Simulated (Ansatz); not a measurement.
# A failed many-body run on LiGeN (P6_3mc)

Aim: the G0W0 gap of LiGeN (P6_3mc). The first input has a fault.

Main program and level: Ansatz 0.2.0; G0W0 on PBE, plane waves, PAW; PAW set soft_1.

## Step 1: The starting structure

Symmetry: P6_3mc, No. 186, hexagonal system. The conventional cell has a = 3.012 Å, b = 3.012 Å, c = 9.419 Å, α = 90.00°, β = 90.00°, γ = 120.00°. Li has 3 N at 2.18 Å nearest. Nearest to Ge lie 3 N at 2.00 Å. N has 3 Ge at 2.00 Å and 3 Li at 2.18 Å nearest. Farther neighbours and most contacts between anions are not listed.

The cell and positions are those that the Materials Project relaxed with its own functionals (PBE, PBE+U or r2SCAN), kept fixed.

## Step 2: First try

The input, input.yaml:

```yaml
crystal:
  lattice:
    - [3.0124085355, 0.0, 0.0]
    - [-1.5062042677, 2.6088223183, 0.0]
    - [0.0, 0.0, 9.419459]
  atoms:
    - { symbol: Li, position: [0.66666667, 0.33333333, 0.743392] }
    - { symbol: Li, position: [0.33333333, 0.66666667, 0.243392] }
    - { symbol: Ge, position: [0.0, 0.0, 0.498023] }
    - { symbol: Ge, position: [0.0, 0.0, 0.998023] }
    - { symbol: "N", position: [0.33333333, 0.66666667, 0.603223] }
    - { symbol: "N", position: [0.66666667, 0.33333333, 0.103223] }
kpoints:
  mp_grid: { grid: [6, 6, 2] }
hamiltonian:
  xc: pbe
  pseudopotentials: { kind: paw, azcp: { folder: soft_1 } }
scf:
  occupations: { method: fermi_dirac, width: 1.0 }
gw:
  n_empty_bands: 78
  ecut_chi: 60
  qp_bands: [v2, c2]
  qp_kpoints: band_edges
  screening: { model: contour_deformation }
```

Launch:

```sh
ansatz run input.yaml --threads 2 --pin off --max-ram 92160MiB --backend cuda --events-out ev --progress --plain --runs-dir out --devices 1 --max-vram 13GiB
```

Numbers of over 12 decimals in the logs are rounded to 6 here.

What it wrote:

```text
band count auto-derived: 39 (N_el = 44.0; filled up to band 22; 28 by the electrons, moments and atoms)
GPUs: using 1 of 1 available (devices: 1).
Engine: ansatz 0.2.0, x86_64-unknown-linux-gnu
Pseudopotentials: kind: paw
Pseudopotential: Li, paw, valence charge 3, recommended cutoff 420 eV (normal), soft_1/Li.paw.azcp
Pseudopotential: Ge, paw, valence charge 14, recommended cutoff 420 eV (normal), soft_1/Ge.paw.azcp
Pseudopotential: N, paw, valence charge 5, recommended cutoff 420 eV (normal), soft_1/N.paw.azcp
Functional definition: PBE
  parameter kappa = 0.804
  parameter beta = 0.066725
  exchange = pbe_x(kappa = kappa, mu = beta*pi^2/3)
  correlation = pbe_c(beta = beta)
device memory: the entry about to start is reckoned to put 1.1 GiB on a device that reports 54.1 GiB free (of which the cap on the GPU budget leaves the run 13.0 GiB)
GPU FFT provider: cuFFT
GPU libraries: cuBLAS 13.8.2, cuFFT 12.4.0, cuSOLVER 12.3.4
Crystal: 6 atoms, lattice volume = 74.026 Å³
Basis set: ecut = 420 eV, 1399 PW (Γ)
Bands: 39, of which v1, the nominal top of the filled ones, is band 22 counted from 1 (21 counted from 0)
Symmetry: 12 space group operations
Space group: P63mc (ITA 186), of the structure as read, at distance tolerance 4.2e-5 Å
k-points: 14 of 72
Non-local potential: Li, projectors of the file, l = 0: 3, l = 1: 2, l = 2: 1
Non-local potential: Ge, projectors of the file, l = 0: 2, l = 1: 2, l = 2: 3, l = 3: 1
Non-local potential: N, projectors of the file, l = 0: 2, l = 1: 2, l = 2: 1
PAW form: soft (Blöchl's): semilocal exchange-correlation on the pseudo side does not see the compensation charge
PAW one-centre angular grid: Li, 110 points (default); XC on 96 Gauss nodes
PAW one-centre angular grid: Ge, 590 points (default); XC on 64 Gauss nodes
PAW one-centre angular grid: N, 110 points (default); XC on 64 Gauss nodes
Initial density: superposition of atomic densities (chi_scale 0.1, normalization cell, long waves kept (reshape's long-wave potential 0.12 eV rms))
Initial wavefunctions: pseudopotential atomic-orbital guess
GPU buffer pool allocated for 36864 grid points (all kernels)
GPU transforms: local potential and band sums: pruned to the plane-wave sphere, on 24×24×64
Functional: x = pbe(κ = 0.804, μ = 0.219515), c = pbe(β = 0.066725)
SCF iter   1: F=—  HF=-9771.226739 eV  |F-HF|=—  |Δ(HF+E_count)|=         —  Δρ=6.32e-2  dr2=2.43e0  ethr=3.10e-3  ⟨swp⟩=7.6  Hψ=2419  notcnv=0
preconditioner: auto → Kerker (q_TF=auto, 2.502 Å⁻¹)  [metal: Δε(μ)=1.650 eV  Ē_g=24.707 eV  σ=1.000 eV  W_gap=0.38  n_scr=24 (ndim 8)  ℏωp=27.3 eV  f_vac=0.000  D(μ)=1.01/eV (n_scr^D=4)]
SCF iter   2: F=—  HF=-9770.737227 eV  |F-HF|=—  |Δ(HF+E_count)|=   4.90e-1  Δρ=3.55e-2  dr2=9.42e-1  ethr=3.10e-3  ⟨swp⟩=1.0  Hψ=658  notcnv=0
SCF iter   3: F=—  HF=-9770.504864 eV  |F-HF|=—  |Δ(HF+E_count)|=   2.32e-1  Δρ=5.21e-3  dr2=3.18e-2  ethr=2.14e-3  ⟨swp⟩=2.6  Hψ=725  notcnv=0
SCF iter   4: F=—  HF=-9770.495031 eV  |F-HF|=—  |Δ(HF+E_count)|=   9.83e-3  Δρ=3.57e-3  dr2=1.45e-2  ethr=7.22e-5  ⟨swp⟩=2.0  Hψ=774  notcnv=0
SCF iter   5: F=—  HF=-9770.491791 eV  |F-HF|=—  |Δ(HF+E_count)|=   3.24e-3  Δρ=1.05e-3  dr2=2.26e-3  ethr=3.29e-5  ⟨swp⟩=2.0  Hψ=831  notcnv=0
SCF iter   6: F=—  HF=-9770.491259 eV  |F-HF|=—  |Δ(HF+E_count)|=   5.31e-4  Δρ=2.85e-4  dr2=2.06e-4  ethr=5.15e-6  ⟨swp⟩=2.2  Hψ=765  notcnv=0
SCF iter   7: F=—  HF=-9770.491220 eV  |F-HF|=—  |Δ(HF+E_count)|=   3.97e-5  Δρ=8.15e-5  dr2=5.29e-6  ethr=4.67e-7  ⟨swp⟩=2.5  Hψ=681  notcnv=0
SCF iter   8: F=—  HF=-9770.491221 eV  |F-HF|=—  |Δ(HF+E_count)|=   1.45e-6  Δρ=1.99e-5  dr2=4.47e-7  ethr=1.20e-8  ⟨swp⟩=3.0  Hψ=1067  notcnv=0
SCF iter   9: F=-9770.491221 eV  HF=-9770.491221 eV  |F-HF|=5.15e-9  |Δ(HF+E_count)|=   1.82e-7  Δρ=6.23e-6  dr2=2.69e-8  ethr=2.27e-10  ⟨swp⟩=4.6  Hψ=1718  notcnv=0
SCF 1 converged in 9 iterations: F = -9770.491221 eV  dr2 = 2.69e-8
[...]
device memory: the entry about to start is reckoned to put 1.6 GiB on a device that reports 51.2 GiB free (of which the cap on the GPU budget leaves the run 13.0 GiB)
NSCF: frozen V_eff on 14 k-points
[...]
device memory: the entry about to start is reckoned to put 2.0 GiB on a device that reports 51.0 GiB free (of which the cap on the GPU budget leaves the run 13.0 GiB)
NSCF: frozen V_eff on 14 k-points
SCF converged after 9 iterations
Free energy (F): -9770.491221 eV
Harris-Foulkes:  -9770.491221 eV  (|F-HF|=5.15e-9)
Internal energy: -9766.487671 eV  (E = F + TS)
E sigma→0 (E₀):  -9768.489446 eV
Entropy (-TS):   -4.003551 eV (-667.258 meV/atom)
Fermi energy:    8.662280 eV
--- Per-component energies (eV) ---
  E_band       = -445.073081
  E_kinetic    = 476.055807
  E_local      = -5437.155134  (includes V_loc(G=0)·N_el)
  E_nonlocal   = 468.889174
  E_hartree    = 2505.487440
  E_xc         = -280.458967
  E_vxc        = -304.540499  (∫ρ·V_xc dr)
  E_paw        = -4331.309110  (= ΣΔE_a)
  E_vpaw       = -659.306795  (= ΣTr[D̂ρ^β])
  E_aug_tail   = 0.002310  (compensation charges beyond the density's cutoff)
  E_ewald      = -3167.999191
  E_smearing   = -4.003551  (= −TS)
  E_closure    = -0.000000  (closes the sum)
  Σ components = -9770.491221   (vs F -9770.491221, Δ=0.00e0)
--- Band table (eV; the first three rows and the last of 14) ---
  k-point 0: bands = [... 18 lower, 6.3322, 6.3334, 6.3334, 7.1842, 10.0752, 11.0422, 14.7259, 15.0560, ... 13 higher]
  k-point 1: bands = [... 18 lower, 6.3329, 6.3329, 6.3329, 6.3329, 10.6979, 10.6979, 14.8868, 14.8868, ... 13 higher]
  k-point 2: bands = [... 18 lower, 5.4826, 5.8706, 5.8957, 7.3945, 11.1335, 12.2556, 13.5759, 13.8317, ... 13 higher]
  k-point 13: bands = [... 18 lower, 4.3478, 4.3478, 6.7590, 6.7590, 10.0011, 10.0011, 11.9888, 11.9888, ... 13 higher]
```

Elapsed: 11 s, on 1 × NVIDIA H100 80GB HBM3 (shared by 6 runs) with 2 threads of AMD EPYC 7R13 (Zen 3), shared host; peak memory 0.97 GiB.

Reading the cycles: dr2 is the Hartree energy of the density residual (eV), the measure of convergence; HF is the Harris–Foulkes estimate of the energy, which meets the free energy F at convergence.

**What went wrong?**

The self-consistent loop converged; the step after it was not made.

The fault: smeared occupations of electronvolts. A wide smearing fills conduction states and empties valence ones, so the start is no longer the insulator.

## Step 3: A better input

Now the one-shot GW correction: screening in the RPA, then the self-energy of the levels asked for. This step takes PAW set soft_1 files.

Edit input.yaml of step 2 so:

```diff
@@ -18,6 +18,6 @@
 scf:
-  occupations: { method: fermi_dirac, width: 1.0 }
+  occupations: { method: fixed }
 gw:
-  n_empty_bands: 78
-  ecut_chi: 60
+  n_empty_bands: 308
+  ecut_chi: 150.0
   qp_bands: [v2, c2]
```

What it wrote:

```text
GPUs: using 1 of 1 available (devices: 1).
[...]
GPU FFT provider: cuFFT
GPU libraries: cuBLAS 13.8.2, cuFFT 12.4.0, cuSOLVER 12.3.4
Crystal: 6 atoms, lattice volume = 74.026 Å³
Basis set: ecut = 420 eV, 1399 PW (Γ)
Bands: 28, of which v1, the nominal top of the filled ones, is band 22 counted from 1 (21 counted from 0)
[... 1 set-up line as in the run before ...]
[...]
k-points: 14 of 72
[...]
GPU buffer pool allocated for 36864 grid points (all kernels)
[...]
SCF iter   1: F=—  HF=-9769.977535 eV  |F-HF|=—  |Δ(HF+E_count)|=         —  Δρ=6.83e-2  dr2=3.07e0  ethr=3.10e-3  ⟨swp⟩=4.0  Hψ=1438  notcnv=0  defer=33
[...]
SCF iter   8: F=-9769.099719 eV  HF=-9769.099719 eV  |F-HF|=4.58e-8  |Δ(HF+E_count)|=   2.17e-6  Δρ=7.52e-6  dr2=3.68e-8  ethr=2.27e-10  ⟨swp⟩=6.4  Hψ=1450  notcnv=0
SCF 1 converged in 8 iterations: F = -9769.099719 eV  dr2 = 3.68e-8
[...]
0    21      6.4833   -21.5983     2.8404   -18.3506  0.7358     6.0732     6.0761  root
     0    22      7.3003   -18.4841     2.3592   -15.6312  0.7336     6.8016     6.8066  root
     0    23     10.1465    -9.7921    -4.1100   -14.2555  0.7799    10.5015    10.4998  root
     0    24     11.1052   -10.2162    -4.6175   -15.3413  0.7706    11.6170    11.6128  root
     1    21      6.4827   -21.5990     2.8402   -18.3522  0.7358     6.0732     6.0760  root
     1    22      6.4827   -21.5990     2.8402   -18.3522  0.7358     6.0732     6.0760  root
     1    23     10.7690   -10.3579    -4.3766   -15.1913  0.7717    11.2288    11.2257  root
     1    24     10.7690   -10.3579    -4.3766   -15.1913  0.7717    11.2288    11.2257  root
[...]
13    21      6.8044   -15.8717     1.4516   -13.7431  0.7562     6.1180     6.1274  root
    13    22      6.8044   -15.8717     1.4516   -13.7431  0.7562     6.1180     6.1274  root
    13    23     10.0211    -8.6289    -3.6610   -12.4793  0.7719    10.2109    10.2104  root
    13    24     10.0211    -8.6289    -3.6610   -12.4793  0.7719    10.2109    10.2104  root
[key lines of the parts left out:]
SCF converged after 8 iterations
Free energy (F): -9769.099719 eV
Fermi energy:    7.578000 eV
```

Wall time 19 s (1 × NVIDIA H100 80GB HBM3 (shared by 6 runs) with 2 threads); peak memory 1.4 GiB.

This step gave:

```yaml
bands_summed: 330
rpa_eps_infinity_on_this_mesh_eigenvalues: 5.782, 8.545, 8.545
plane_waves_in_the_screening_matrix: 289
q_points_in_the_mesh: 72
g0w0_gap_on_the_mesh: 2.137 eV
k_of_the_valence_top: 0.1667, 0.1667, 0
k_of_the_conduction_bottom: 0, -0.5, 0
starting_gap_on_the_mesh: 1.467 eV
z_at_the_valence_top: 0.7421
z_at_the_conduction_bottom: 0.7747
least_direct_g0w0_gap_on_the_computed_points: 3.278 eV
```

The gap on the mesh goes from 1.47 eV to 2.14 eV, a correction of +0.67 eV. Between the two edge states, bare exchange in place of the xc potential would open the gap by 6.01 eV, and correlation takes back 5.34 eV.

## Step 4: Results

- first try: the many-body step was refused after 11 s
- better run: G0W0 gap on the mesh 2.14 eV (6×6×2 mesh, 308 empty bands, screening to 150 eV, PAW set soft_1 files)

What this shows: The second run differs in: empty bands, screening cutoff (eV) and smearing (eV). Bands and cutoff are finite, so the gap is not at the basis limit. The miss can reach some tenths of an eV and take either sign; the mesh is an error of its own. The many-body steps are scalar-relativistic: spin-orbit coupling is not in them.

[Paths, hosts, dates, memory and timing lines, banners, echoed tables and standing remarks are left out of the program output.]

[Logs are printed without paths, hosts, clocks, repeated set-up lines and the standing remarks that a program may print on its own settings, such as how far it seeks lower states.]

[Runs of the session that timed out or met a known fault of the program may be left out.]

[Cells called generated may have been cut or substituted from an entry of the Crystallography Open Database or the Materials Project.]

[Hosts, paths, dates, database ids (printed as entryN), source tags and the programs' standing remarks are cut or masked in the printed files.]
